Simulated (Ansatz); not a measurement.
# Leakage through LiF between Au(100) and Au(100): one more thickness

The current through thinner LiF barriers is known. What leaks through 5 layers at 0.25 V?

**Method.** Ansatz 0.2.0, plane waves with PAW datasets, PBE; a slab with two metal leads whose outer parts are reservoirs, with density and current solved under bias (Landauer, 300 K). The LiF is strained to the lead's lattice, the interfaces are relaxed in a short slab (PBE+D3(BJ)), and bulk layers are laid on.

Results; the value marked ? is to be predicted:

```tsv
layers of LiF	cell length (Å)	drop between the leads' cuts at 0.25 V (V)	current density at 0.25 V (A/m²)
1	66.48	0.235	1.84×10¹³
2	68.62	0.248	2.42×10¹¹
3	70.61	0.248	1.54×10¹⁰
4	72.60	0.248	5.37×10⁸
5	74.58	0.248	?
```

**Estimate by hand.**

Deep in a barrier the current should fall by a fixed factor for each layer; the steps shown give 76, 16 and 29 per layer, so that is only roughly so here. A straight line through ln J for 2, 3 and 4 layers has the slope −3.055 per layer, a factor of 21; with about 1.99 Å per layer that is β = 1.5 Å⁻¹. Then J = exp(32.423 − 3.055 × 5). Predicted: 2.80×10⁷ A/m².

**The withheld run.**

2.17×10⁷ A/m², so the prediction is 29 % too high. From 4 to 5 layers the current falls by 25 per layer, against the fitted 21. The steps are uneven, so one factor describes this series only roughly.

**Limits.** On every other k-point the currents of these runs, at any bias, move by up to 10 %. A semilocal functional makes the barrier's gap too small; each thickness has its own relaxed interfaces. Spin-orbit coupling is left out, which matters for Au.

[Logs are printed without paths, hosts, clocks, repeated set-up lines and the standing remarks that a program may print on its own settings, such as how far it seeks lower states.]
